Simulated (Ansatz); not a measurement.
# CsNa (built on the sites of a database entry of LiAg): the cell at rest

Wanted: the relaxed cell of CsNa (built on the sites of a database entry of LiAg).

Program: Ansatz 0.2.0. Level of theory: DFT PBEsol, scalar-relativistic, plane waves, PAW. Results are calculated unless marked as measured.

The structure was built from a prototype and need not be the compound's stable phase.

## Step 1: The starting structure

The structure is cubic, space group Pm-3m (No. 221). Conventional cell: a = 4.494 Å, b = 4.494 Å, c = 4.494 Å, α = 90.00°, β = 90.00°, γ = 90.00°. Nearest to Cs lie 8 Na at 3.89 Å. Nearest to Na lie 8 Cs at 3.89 Å. Farther neighbours are not listed.

## Step 2: Probe on a coarse mesh

A quick single point on a coarse mesh tells whether the cell has a gap and how far it is from rest, which sets the k mesh and smearing that follow.

input.yaml reads:

```yaml
crystal:
  lattice:
    - [4.49449, 0.0, 0.0]
    - [0.0, 4.49449, 0.0]
    - [0.0, 0.0, 4.49449]
  atoms:
    - { symbol: Cs, position: [0.0, 0.0, 0.0] }
    - { symbol: Na, position: [0.5, 0.5, 0.5] }
kpoints:
  mp_grid: { grid: [4, 4, 4] }
hamiltonian:
  xc: pbesol
scf:
  occupations: { method: gaussian, width: 0.1 }
output:
  forces: true
  stress: true
  eigenvalues: true
```

The run is started by

```
> ansatz run input.yaml --threads 4 --pin off --max-ram 7168MiB --backend cpu --events-out ev --progress --plain --runs-dir out
```

Numbers of over 12 decimals in the logs are rounded to 6 here.

The program printed:

```text
Engine: ansatz 0.2.0, aarch64-unknown-linux-gnu
Pseudopotentials: kind: paw
Pseudopotential: Cs, paw, valence charge 9, recommended cutoff 420 eV (normal), Cs.paw.azcp
Pseudopotential: Na, paw, valence charge 9, recommended cutoff 420 eV (normal), Na.paw.azcp
Functional definition: PBEsol
  exchange = pbesol_x
  correlation = pbesol_c
Crystal: 2 atoms, lattice volume = 90.791 Å³
[...]
P = ⅓ Tr σ = 2.3863 GPa (23.863 kbar)
--- Band table (eV; the first three rows and the last of 10) ---
  k-point 0: bands = [... 5 lower, -5.3344, -5.3344, -5.3344, 1.9907, 5.7746, 5.7746, 9.5845, 9.5845]
  k-point 1: bands = [... 5 lower, -5.5956, -5.3110, -5.3110, 2.6641, 5.7057, 6.1007, 8.1452, 8.1452]
  k-point 2: bands = [... 5 lower, -5.8326, -5.2874, -5.2874, 3.9545, 4.4808, 6.5938, 7.5110, 7.5110]
  k-point 9: bands = [... 5 lower, -5.6700, -5.6700, -5.6700, 4.9046, 4.9046, 4.9046, 7.1197, 9.4079]
[key lines of the parts left out:]
SCF converged after 6 iterations
Free energy (F): -7061.331342 eV
Fermi energy:    4.470618 eV
```

The job ended after 0.41 s (4 threads of Arm Neoverse V2, shared host; peak memory 0.32 GiB).

Numbers from this step:

* pressure: 2.386 GPa
* volume per atom: 45.40 Å³
* gap on the k-mesh: 0 eV

The coarse mesh shows no gap and a pressure of 2.4 GPa.

## Step 3: Bringing the structure to rest

Harmonic phonons are second derivatives at a point where the forces vanish, and they are wanted at zero stress, so atoms and cell are relaxed first.

input.yaml, the sections that differ from step 2:

```yaml
kpoints:
  mp_grid: { grid: [8, 8, 8] }
output:
  forces: true
  stress: true
  eigenvalues: true
  write_density: true
  write_potential: true
  elf: true
  volumetric_format: npy
relax:
  adjacent_minimum: "off"
  f_tol: 0.005
  max_steps: 80
  cell: { stress_tol: 0.05 }
# crystal, hamiltonian, scf: as in step 2
```

The program printed:

```text
[...]
Crystal: 2 atoms, lattice volume = 90.791 Å³
Basis set: ecut = 420 eV, 1791 PW (Γ), exchange–correlation on 64×64×64 points (8 copies of the dense FFT grid, shifted against one another)
Bands: 13, of which v1, the nominal top of the filled ones, is band 9 counted from 1 (8 counted from 0)
Symmetry: 48 space group operations
[...]
k-points: 35 of 512
[...]
SCF iter   1: F=—  HF=-7061.377958 eV  |F-HF|=—  |Δ(HF+E_count)|=         —  Δρ=2.26e-3  dr2=8.47e-3  ethr=1.77e-3  ⟨swp⟩=6.1  Hψ=2766  notcnv=0
[...]
SCF iter   6: F=-7061.375400 eV  HF=-7061.375400 eV  |F-HF|=1.05e-8  |Δ(HF+E_count)|=   3.21e-7  Δρ=1.07e-5  dr2=6.23e-8  ethr=5.56e-10  ⟨swp⟩=10.4  Hψ=3376  notcnv=0
SCF 1 converged in 6 iterations: F = -7061.375400 eV  dr2 = 6.23e-8
[...]
relax step   1: F+E_penalty+E_count = -7061.37539963 eV  Δ(F+E_penalty+E_count) = +0.000e0 eV  max|allowed force component| = 2.082e-28 eV/Å  Δτ_max = 0.0000 Å  P = +2.596 GPa  Ω = 90.791 Å³  (6 SCF iters, dr2 threshold 1.00e-7 eV, accepted)
Crystal: 2 atoms, lattice volume = 97.504 Å³
Basis set: ecut = 420 eV, 1935 PW (Γ), exchange–correlation on 64×64×64 points (8 copies of the dense FFT grid, shifted against one another)
[...]
iter 1 solved again at ethr=6.87e-6 eV; its pass at ethr=3.10e-3 eV (dr2=1.24e-3 eV) is discarded
[...]
SCF iter   5: F=-7061.468548 eV  HF=-7061.468548 eV  |F-HF|=1.04e-8  |Δ(HF+E_count)|=   1.18e-7  Δρ=4.89e-6  dr2=2.61e-8  ethr=1.11e-9  ⟨swp⟩=10.1  Hψ=3404  notcnv=0
SCF 2 converged in 5 iterations: F = -7061.468548 eV  dr2 = 2.61e-8
relax step   2: F+E_penalty+E_count = -7061.46854847 eV  Δ(F+E_penalty+E_count) = -9.315e-2 eV  max|allowed force component| = 2.925e-29 eV/Å  Δτ_max = 0.0000 Å  P = +1.876 GPa  Ω = 97.504 Å³  energy of the carried Pulay correction = -4.258e-5 eV  (5 SCF iters, dr2 threshold 2.00e-7 eV, accepted)
Crystal: 2 atoms, lattice volume = 112.102 Å³
Basis set: ecut = 420 eV, 2109 PW (Γ), exchange–correlation on 64×64×64 points (8 copies of the dense FFT grid, shifted against one another)
[...]
SCF iter   6: F=-7061.584644 eV  HF=-7061.584644 eV  |F-HF|=3.39e-9  |Δ(HF+E_count)|=   3.40e-8  Δρ=2.22e-6  dr2=6.84e-9  ethr=1.11e-9  ⟨swp⟩=9.6  Hψ=3140  notcnv=0
SCF 3 converged in 6 iterations: F = -7061.584644 eV  dr2 = 6.84e-9
relax step   3: F+E_penalty+E_count = -7061.58464373 eV  Δ(F+E_penalty+E_count) = -1.161e-1 eV  max|allowed force component| = 5.210e-30 eV/Å  Δτ_max = 0.0000 Å  P = +0.765 GPa  Ω = 112.102 Å³  energy of the carried Pulay correction = -1.255e-4 eV  (6 SCF iters, dr2 threshold 2.00e-7 eV, accepted)
[...]
relax step   4: F+E_penalty+E_count = -7061.61845897 eV  Δ(F+E_penalty+E_count) = -3.382e-2 eV  max|allowed force component| = 7.001e-30 eV/Å  Δτ_max = 0.0000 Å  P = +0.112 GPa  Ω = 124.942 Å³  energy of the carried Pulay correction = -1.893e-4 eV  (6 SCF iters, dr2 threshold 2.00e-7 eV, accepted)
[...]
relax step   5: F+E_penalty+E_count = -7061.61933995 eV  Δ(F+E_penalty+E_count) = -8.810e-4 eV  max|allowed force component| = 1.159e-29 eV/Å  Δτ_max = 0.0000 Å  P = +0.003 GPa  Ω = 127.445 Å³  energy of the carried Pulay correction = -2.009e-4 eV  (6 SCF iters, dr2 threshold 3.14e-8 eV, accepted)
[...]
relax step   6: F+E_penalty+E_count = -7061.62819255 eV  Δ(F+E_penalty+E_count) = -8.853e-3 eV  max|allowed force component| = 6.894e-30 eV/Å  Δτ_max = 0.0000 Å  P = +0.146 GPa  Ω = 127.445 Å³  stress off target by 1.46e-1 GPa  SCF on the basis re-selected at this cell (its energy is not comparable with the rows above)  (8 SCF iters)
[...]
relax step   7: F+E_penalty+E_count = -7061.63018431 eV  Δ(F+E_penalty+E_count) = -1.992e-3 eV  max|allowed force component| = 5.059e-29 eV/Å  Δτ_max = 0.0000 Å  P = +0.042 GPa  Ω = 130.891 Å³  energy of the carried Pulay correction = -1.407e-5 eV  (6 SCF iters, dr2 threshold 5.33e-8 eV, accepted)
[...]
relax step   8: F+E_penalty+E_count = -7061.63037705 eV  Δ(F+E_penalty+E_count) = -1.927e-4 eV  max|allowed force component| = 3.139e-30 eV/Å  Δτ_max = 0.0000 Å  P = +0.002 GPa  Ω = 132.358 Å³  energy of the carried Pulay correction = -2.289e-5 eV  (7 SCF iters, accepted)
[...]
SCF iter   7: F=-7061.630390 eV  HF=-7061.630390 eV  |F-HF|=9.09e-13  |Δ(HF+E_count)|=  2.55e-11  Δρ=5.75e-8  dr2=9.40e-12  ethr=1.00e-12  ⟨swp⟩=5.9  Hψ=1864  notcnv=0
SCF 9 converged in 7 iterations: F = -7061.630390 eV  dr2 = 9.40e-12
relax step   9: F+E_penalty+E_count = -7061.63038977 eV  Δ(F+E_penalty+E_count) = -1.272e-5 eV  max|allowed force component| = 5.740e-30 eV/Å  Δτ_max = 0.0000 Å  P = +0.001 GPa  Ω = 132.358 Å³  stress off target by 1.36e-3 GPa  SCF on the basis re-selected at this cell (its energy is not comparable with the rows above)  (7 SCF iters)
[...]
SCF converged after 7 iterations
Free energy (F): -7061.630390 eV
[...]
Internal energy: -7061.625347 eV  (E = F + TS)
E sigma→0 (E₀):  -7061.627869 eV
Entropy (-TS):   -0.005042 eV (-2.521 meV/atom)
Fermi energy:    2.414507 eV
[...]
--- Stress (GPa, compression-positive) ---
        0.001356       0.000000      -0.000000
        0.000000       0.001356      -0.000000
       -0.000000      -0.000000       0.001356
  P = ⅓ Tr σ = 0.0014 GPa (0.014 kbar)
--- Band table (eV; the first three rows and the last of 35) ---
  k-point 0: bands = [... 5 lower, -7.6845, -7.6845, -7.6845, 0.2623, 3.9144, 3.9144, 6.2288, 6.2288]
  k-point 1: bands = [... 5 lower, -7.7081, -7.6824, -7.6824, 0.3823, 3.8278, 3.9804, 5.9053, 5.9053]
  k-point 2: bands = [... 5 lower, -7.7641, -7.6774, -7.6774, 0.7256, 3.3959, 4.1648, 5.4734, 5.4734]
  k-point 34: bands = [... 5 lower, -7.7969, -7.7969, -7.7969, 3.0819, 3.0819, 3.0819, 4.1590, 5.8026]
--- Relaxed structure (7 steps of the walk, 7 accepted, 2 SCFs on fresh bases) ---
  F+E_penalty+E_count = -7061.63038977 eV   max|allowed force component| = 5.740e-30 eV/Å   (the final SCF, on the basis selected at the relaxed cell)
  cell:  # Å, volume = 132.3583 Å³
    - [5.096247, 0, 0]
    - [0, 5.096247, 0]
    - [0, 0, 5.096247]
  atoms:
    - { symbol: Cs, position: [0, 0, 0] }
    - { symbol: Na, position: [0.5, 0.5, 0.5] }
```

The job ended after 8.4 s (4 threads; peak memory 0.44 GiB; 31 s of CPU time).

Relaxation path:

```tsv
step	energy less that of the first step (eV)	largest force component (eV/Å)	pressure (GPa)	volume (Å³)
1	0.0000	0.0000	2.60	90.79
2	-0.0931	0.0000	1.88	97.50
3	-0.2092	0.0000	0.77	112.10
4	-0.2431	0.0000	0.11	124.94
5	-0.2439	0.0000	0.00	127.44
6*	-0.2528	0.0000	0.15	127.44
7	-0.2548	0.0000	0.04	130.89
8	-0.2550	0.0000	0.00	132.36
9*	-0.2550	0.0000	0.00	132.36
```

Relaxation steps marked * repeat the geometry before them on a plane-wave basis chosen anew for their cell, so energy and pressure can jump there.

The run keeps the 48 symmetry operations that it works with, so distortions that break them were not tested.

```tsv
cell as run	before	after	change
a (Å)	4.494	5.096	+13.4 %
b (Å)	4.494	5.096	+13.4 %
c (Å)	4.494	5.096	+13.4 %
volume (Å³/atom)	45.40	66.18	+45.8 %
```

Final coordinates:

```xyz
2
Lattice="5.0962 0.0000 0.0000 0.0000 5.0962 0.0000 0.0000 0.0000 5.0962" Properties=species:S:1:pos:R:3 pbc="T T T"
Cs    0.0000    0.0000    0.0000
Na    2.5481    2.5481    2.5481
```

This step gave:

* pressure: 0.001356 GPa
* volume per atom: 66.18 Å³

ELF in the ac plane at fractional y = 0.500, with atoms of Na within 0.2 Å of it. It is the smooth field of the valence electrons, not physical close to the nuclei.

Ten even steps from '_' (0.03) to '@' (0.62), each cell a mean:
```
____..--++%%@@@@%%##==::____
____::==##@@@@@@@@%%**--..__
..::==##%%**====++##%%**--::
--++####==..______::++%%**==
**##%%==____--==::__::##%%##
%%@@%%::__++@@%%%%::__++@@%%
@@@@##....%%**==%%==__==@@@@
%%@@%%..__##%%**@@--__==@@@@
##%%%%--__::##%%++__..**@@%%
++**%%**::____..____==%%##++
::--++##**--....::==####==--
__..--++%%%%%%##%%%%##==::..
____..--**%%@@@@@@##++::____
______::++##%%@@%%**--..____
```
Columns run along a (5.1 Å), rows up along c (5.1 Å). Atoms in or near the plane, at fractional coordinates: Na at (0.50, 0.50).

Electrostatic potential energy in the ac plane at fractional y = 0.500, with atoms of Na within 0.2 Å of it. With pseudopotentials it is smooth inside the atoms' cores, unlike the true potential.

Ten even steps from '_' (-44 eV) to '@' (5 eV), each cell a mean:
```
@@@@@@@@@@@@@@@@@@@@@@@@@@@@
@@@@@@@@@@@@@@@@@@@@@@@@@@@@
@@@@@@@@@@@@@@@@@@@@@@@@@@@@
@@@@@@@@@@@@@@@@@@@@@@@@@@@@
@@@@@@@@@@%%####%%@@@@@@@@@@
@@@@@@@@%%##::..==%%@@@@@@@@
@@@@@@@@%%++____..##@@@@@@@@
@@@@@@@@%%**____::##@@@@@@@@
@@@@@@@@@@%%**++##%%@@@@@@@@
@@@@@@@@@@@@%%%%%%@@@@@@@@@@
@@@@@@@@@@@@@@@@@@@@@@@@@@@@
@@@@@@@@@@@@@@@@@@@@@@@@@@@@
@@@@@@@@@@@@@@@@@@@@@@@@@@@@
@@@@@@@@@@@@@@@@@@@@@@@@@@@@
```
Columns run along a (5.1 Å; values clipped at the 3rd and 97th percentile), rows up along c (5.1 Å). Atoms in or near the plane, at fractional coordinates: Na at (0.50, 0.50).

Valence density in the ac plane at fractional y = 0.500, with atoms of Na within 0.2 Å of it. It is the smooth field of the valence electrons, not physical close to the nuclei.

Values in e/Å³, 14 rows by 14 columns, each cell a mean:
```
 0  0  0  0  0  0  0  0  0  0  0  0  0  0
 0  0  0  0  0  0  0  0  0  0  0  0  0  0
 0  0  0  0  0  0  0  0  0  0  0  0  0  0
 0  0  0  0  0  0  0  0  0  0  0  0  0  0
 0  0  0  0  0  0  0  1  0  0  0  0  0  0
 0  0  0  0  0  1  4  6  2  0  0  0  0  0
 0  0  0  0  0  2 12 18  6  1  0  0  0  0
 0  0  0  0  0  1  8 12  4  0  0  0  0  0
 0  0  0  0  0  0  1  2  1  0  0  0  0  0
 0  0  0  0  0  0  0  0  0  0  0  0  0  0
 0  0  0  0  0  0  0  0  0  0  0  0  0  0
 0  0  0  0  0  0  0  0  0  0  0  0  0  0
 0  0  0  0  0  0  0  0  0  0  0  0  0  0
 0  0  0  0  0  0  0  0  0  0  0  0  0  0
```
Columns run along a (5.1 Å), rows up along c (5.1 Å). Atoms in or near the plane, at fractional coordinates: Na at (0.50, 0.50).

In this step the volume went from 45.40 to 66.18 Å³/atom.

## Step 4: Relaxation

The relaxation is repeated from its end on the same settings, as a check that it has come to rest.

input.yaml, the sections that differ from step 3:

```yaml
crystal:
  lattice:
    - [5.0962465328, 0.0, 0.0]
    - [0.0, 5.0962465328, 0.0]
    - [0.0, 0.0, 5.0962465328]
  atoms:
    - { symbol: Cs, position: [0.0, 0.0, 0.0] }
    - { symbol: Na, position: [0.5, 0.5, 0.5] }
output:
  forces: true
  stress: true
  eigenvalues: true
# kpoints, hamiltonian, scf, relax: as in step 3
```

The program printed:

```text
[...]
Crystal: 2 atoms, lattice volume = 132.358 Å³
Basis set: ecut = 420 eV, 2553 PW (Γ), exchange–correlation on 72×72×72 points (8 copies of the dense FFT grid, shifted against one another)
Bands: 13, of which v1, the nominal top of the filled ones, is band 9 counted from 1 (8 counted from 0)
[... 1 set-up line as in the run before ...]
[...]
k-points: 35 of 512
[...]
k-point 34: bands = [... 5 lower, -7.7969, -7.7969, -7.7969, 3.0819, 3.0819, 3.0819, 4.1590, 5.8026]
--- Relaxed structure (1 steps of the walk, 1 accepted, 1 SCFs on fresh bases) ---
[...]
cell:  # Å, volume = 132.3583 Å³
    - [5.0962465328, 0.0, 0.0]
    - [0.0, 5.0962465328, 0.0]
    - [0.0, 0.0, 5.0962465328]
  atoms:
    - { symbol: Cs, position: [0.0, 0.0, 0.0] }
    - { symbol: Na, position: [0.5, 0.5, 0.5] }
[key lines of the parts left out:]
SCF converged after 5 iterations
Free energy (F): -7061.630390 eV
Fermi energy:    2.414508 eV
P = ⅓ Tr σ = 0.0014 GPa (0.014 kbar)
```

It took 2.3 s on 4 threads; peak memory 0.43 GiB; 8.2 s of CPU time.

Little changed from the start: no atom moved by 0.005 Å and no cell edge by 0.1 %.

In this step the volume went from 66.18 to 66.18 Å³/atom.

## Step 5: Relaxing to small forces for the phonons

Phonons need a cell at rest on their own settings, so the relaxation is repeated with tight tolerances on forces and stress on the k mesh and occupations of the first response run.

input.yaml, the sections that differ from step 4:

```yaml
scf:
  occupations: { method: methfessel_paxton, width: 0.15 }
relax:
  adjacent_minimum: "off"
  f_tol: 0.001
  max_steps: 60
  cell: { stress_tol: 0.01 }
# crystal, kpoints, hamiltonian, output: as in step 4
```

The program printed:

```text
[...]
Crystal: 2 atoms, lattice volume = 132.358 Å³
Basis set: ecut = 420 eV, 2553 PW (Γ), exchange–correlation on 72×72×72 points (8 copies of the dense FFT grid, shifted against one another)
Bands: 13, of which v1, the nominal top of the filled ones, is band 9 counted from 1 (8 counted from 0)
[... 1 set-up line as in the run before ...]
[...]
k-points: 35 of 512
[...]
k-point 34: bands = [... 5 lower, -7.7981, -7.7981, -7.7981, 3.0820, 3.0820, 3.0820, 4.1597, 5.8028]
--- Relaxed structure (1 steps of the walk, 1 accepted, 1 SCFs on fresh bases) ---
[...]
cell:  # Å, volume = 132.3583 Å³
    - [5.0962465328, 0.0, 0.0]
    - [0.0, 5.0962465328, 0.0]
    - [0.0, 0.0, 5.0962465328]
  atoms:
    - { symbol: Cs, position: [0.0, 0.0, 0.0] }
    - { symbol: Na, position: [0.5, 0.5, 0.5] }
[key lines of the parts left out:]
SCF converged after 6 iterations
Free energy (F): -7061.628035 eV
Fermi energy:    2.412276 eV
P = ⅓ Tr σ = -0.0012 GPa (-0.012 kbar)
```

Elapsed: 2.3 s, on 4 threads; peak memory 0.43 GiB.

Little changed from the start: no atom moved by 0.005 Å and no cell edge by 0.1 %.

Numbers from this step:

```
pressure : -0.001214 GPa
```

The forces vanish by symmetry and the pressure is -0.001 GPa, within the tolerances set. The cell now holds 66.18 Å³/atom.

## Step 6: Summary of results

| Quantity | Value |
| --- | --- |
| space group after relaxation (within 0.01 Å) | Pm-3m |
| lattice constant a | 5.096 Å |
| lattice constant b | 5.096 Å |
| lattice constant c | 5.096 Å |
| volume per atom | 66.2 Å³ |

**Reading.** The forces vanish by symmetry and the pressure is -0.001 GPa, within the tolerances set. The cell now holds 66.18 Å³/atom. The relaxation keeps the symmetry of its start, so it says nothing on stability against lower symmetry. Spin-orbit coupling is left out, which can matter for the heavy elements here. The starting cell was built on a prototype and not taken from a measurement, so the phase need not exist.

[Logs are printed without paths, hosts, clocks, repeated set-up lines and the standing remarks that a program may print on its own settings, such as how far it seeks lower states.]

[Hosts, paths, dates, database ids (printed as entryN), source tags and the programs' standing remarks are cut or masked in the printed files.]
